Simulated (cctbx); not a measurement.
# CuNiSbO4: precision against data quality

Space group Imma (no. 74), a = 6.1260 Å, b = 6.3000 Å, c = 8.7780 Å, α = 90.00°, β = 90.00°, γ = 90.00°.

| atom | mult. | x | y | z | Ueq (Å²) |
| --- | --- | --- | --- | --- | --- |
| Sb1 | 4 | 0 | 0 | 0 | 0.0039 |
| Cu1 | 4 | 0 | 3/4 | 0.6454 | 0.0038 |
| Ni1 | 4 | 1/4 | 3/4 | 1/4 | 0.0049 |
| O1 | 8 | 0 | 0.0238 | 0.7660 | 0.0076 |
| O2 | 8 | 0.7243 | 3/4 | 0.5026 | 0.0096 |

This is a model crystal, built by substitution and not relaxed, with assumed displacement parameters.

Five simulated data sets (cctbx; Mo Kα, λ = 0.71073 Å; 1.5 % proportional error) differ in resolution or exposure (noise floor 2 counts in the first three, 8 in the last two). Each is refined with the right model, isotropic at 1.1 Å and anisotropic otherwise. How do the figures of merit and the uncertainties move?

| d min (Å) | top counts | ⟨I/σ⟩ (unmerged, absences included) | unique | param. (scale apart) | Rint | R1 | GooF | largest s.u. xyz (fractional) | s.u. U of O1 (Å²) | largest error (Å) |
| --- | --- | --- | --- | --- | --- | --- | --- | --- | --- | --- |
| 1.1 | 5000 | 8.7 | 82 | 10 | 0.025 | 0.0102 | 0.88 | 0.00077 | 0.0013 | 0.0092 |
| 0.84 | 5000 | 7.6 | 182 | 24 | 0.029 | 0.0106 | 0.99 | 0.00051 | 0.0016 | 0.0031 |
| 0.6 | 5000 | 5.8 | 475 | 24 | 0.038 | 0.0149 | 0.96 | 0.00035 | 0.0007 | 0.0047 |
| 0.75 | 300 | 0.9 | 252 | 24 | 0.274 | 0.0588 | 0.91 | 0.00405 | 0.0084 | 0.0426 |
| 0.75 | 3000 | 4.4 | 252 | 24 | 0.050 | 0.0187 | 0.91 | 0.00070 | 0.0018 | 0.0092 |

The number of reflections grows roughly as 1/d³: 82, 182 and 475 here. R1 follows the noise rather than the truth: at 300 counts it is 0.0588, at 3000 counts 0.0187, while GooF is 0.91 and 0.91: the weights 1/σ² carry the noise. The s.u. of U (U11 where anisotropic) for O1 goes 0.0013, 0.0016, 0.0007 Å² with resolution and 0.0084, 0.0018 Å² with exposure.

Hardware for the 0.6 Å refinement: 0.38 s on 1 thread of Arm Neoverse V2 (shared host), peak memory 0.09 GiB.
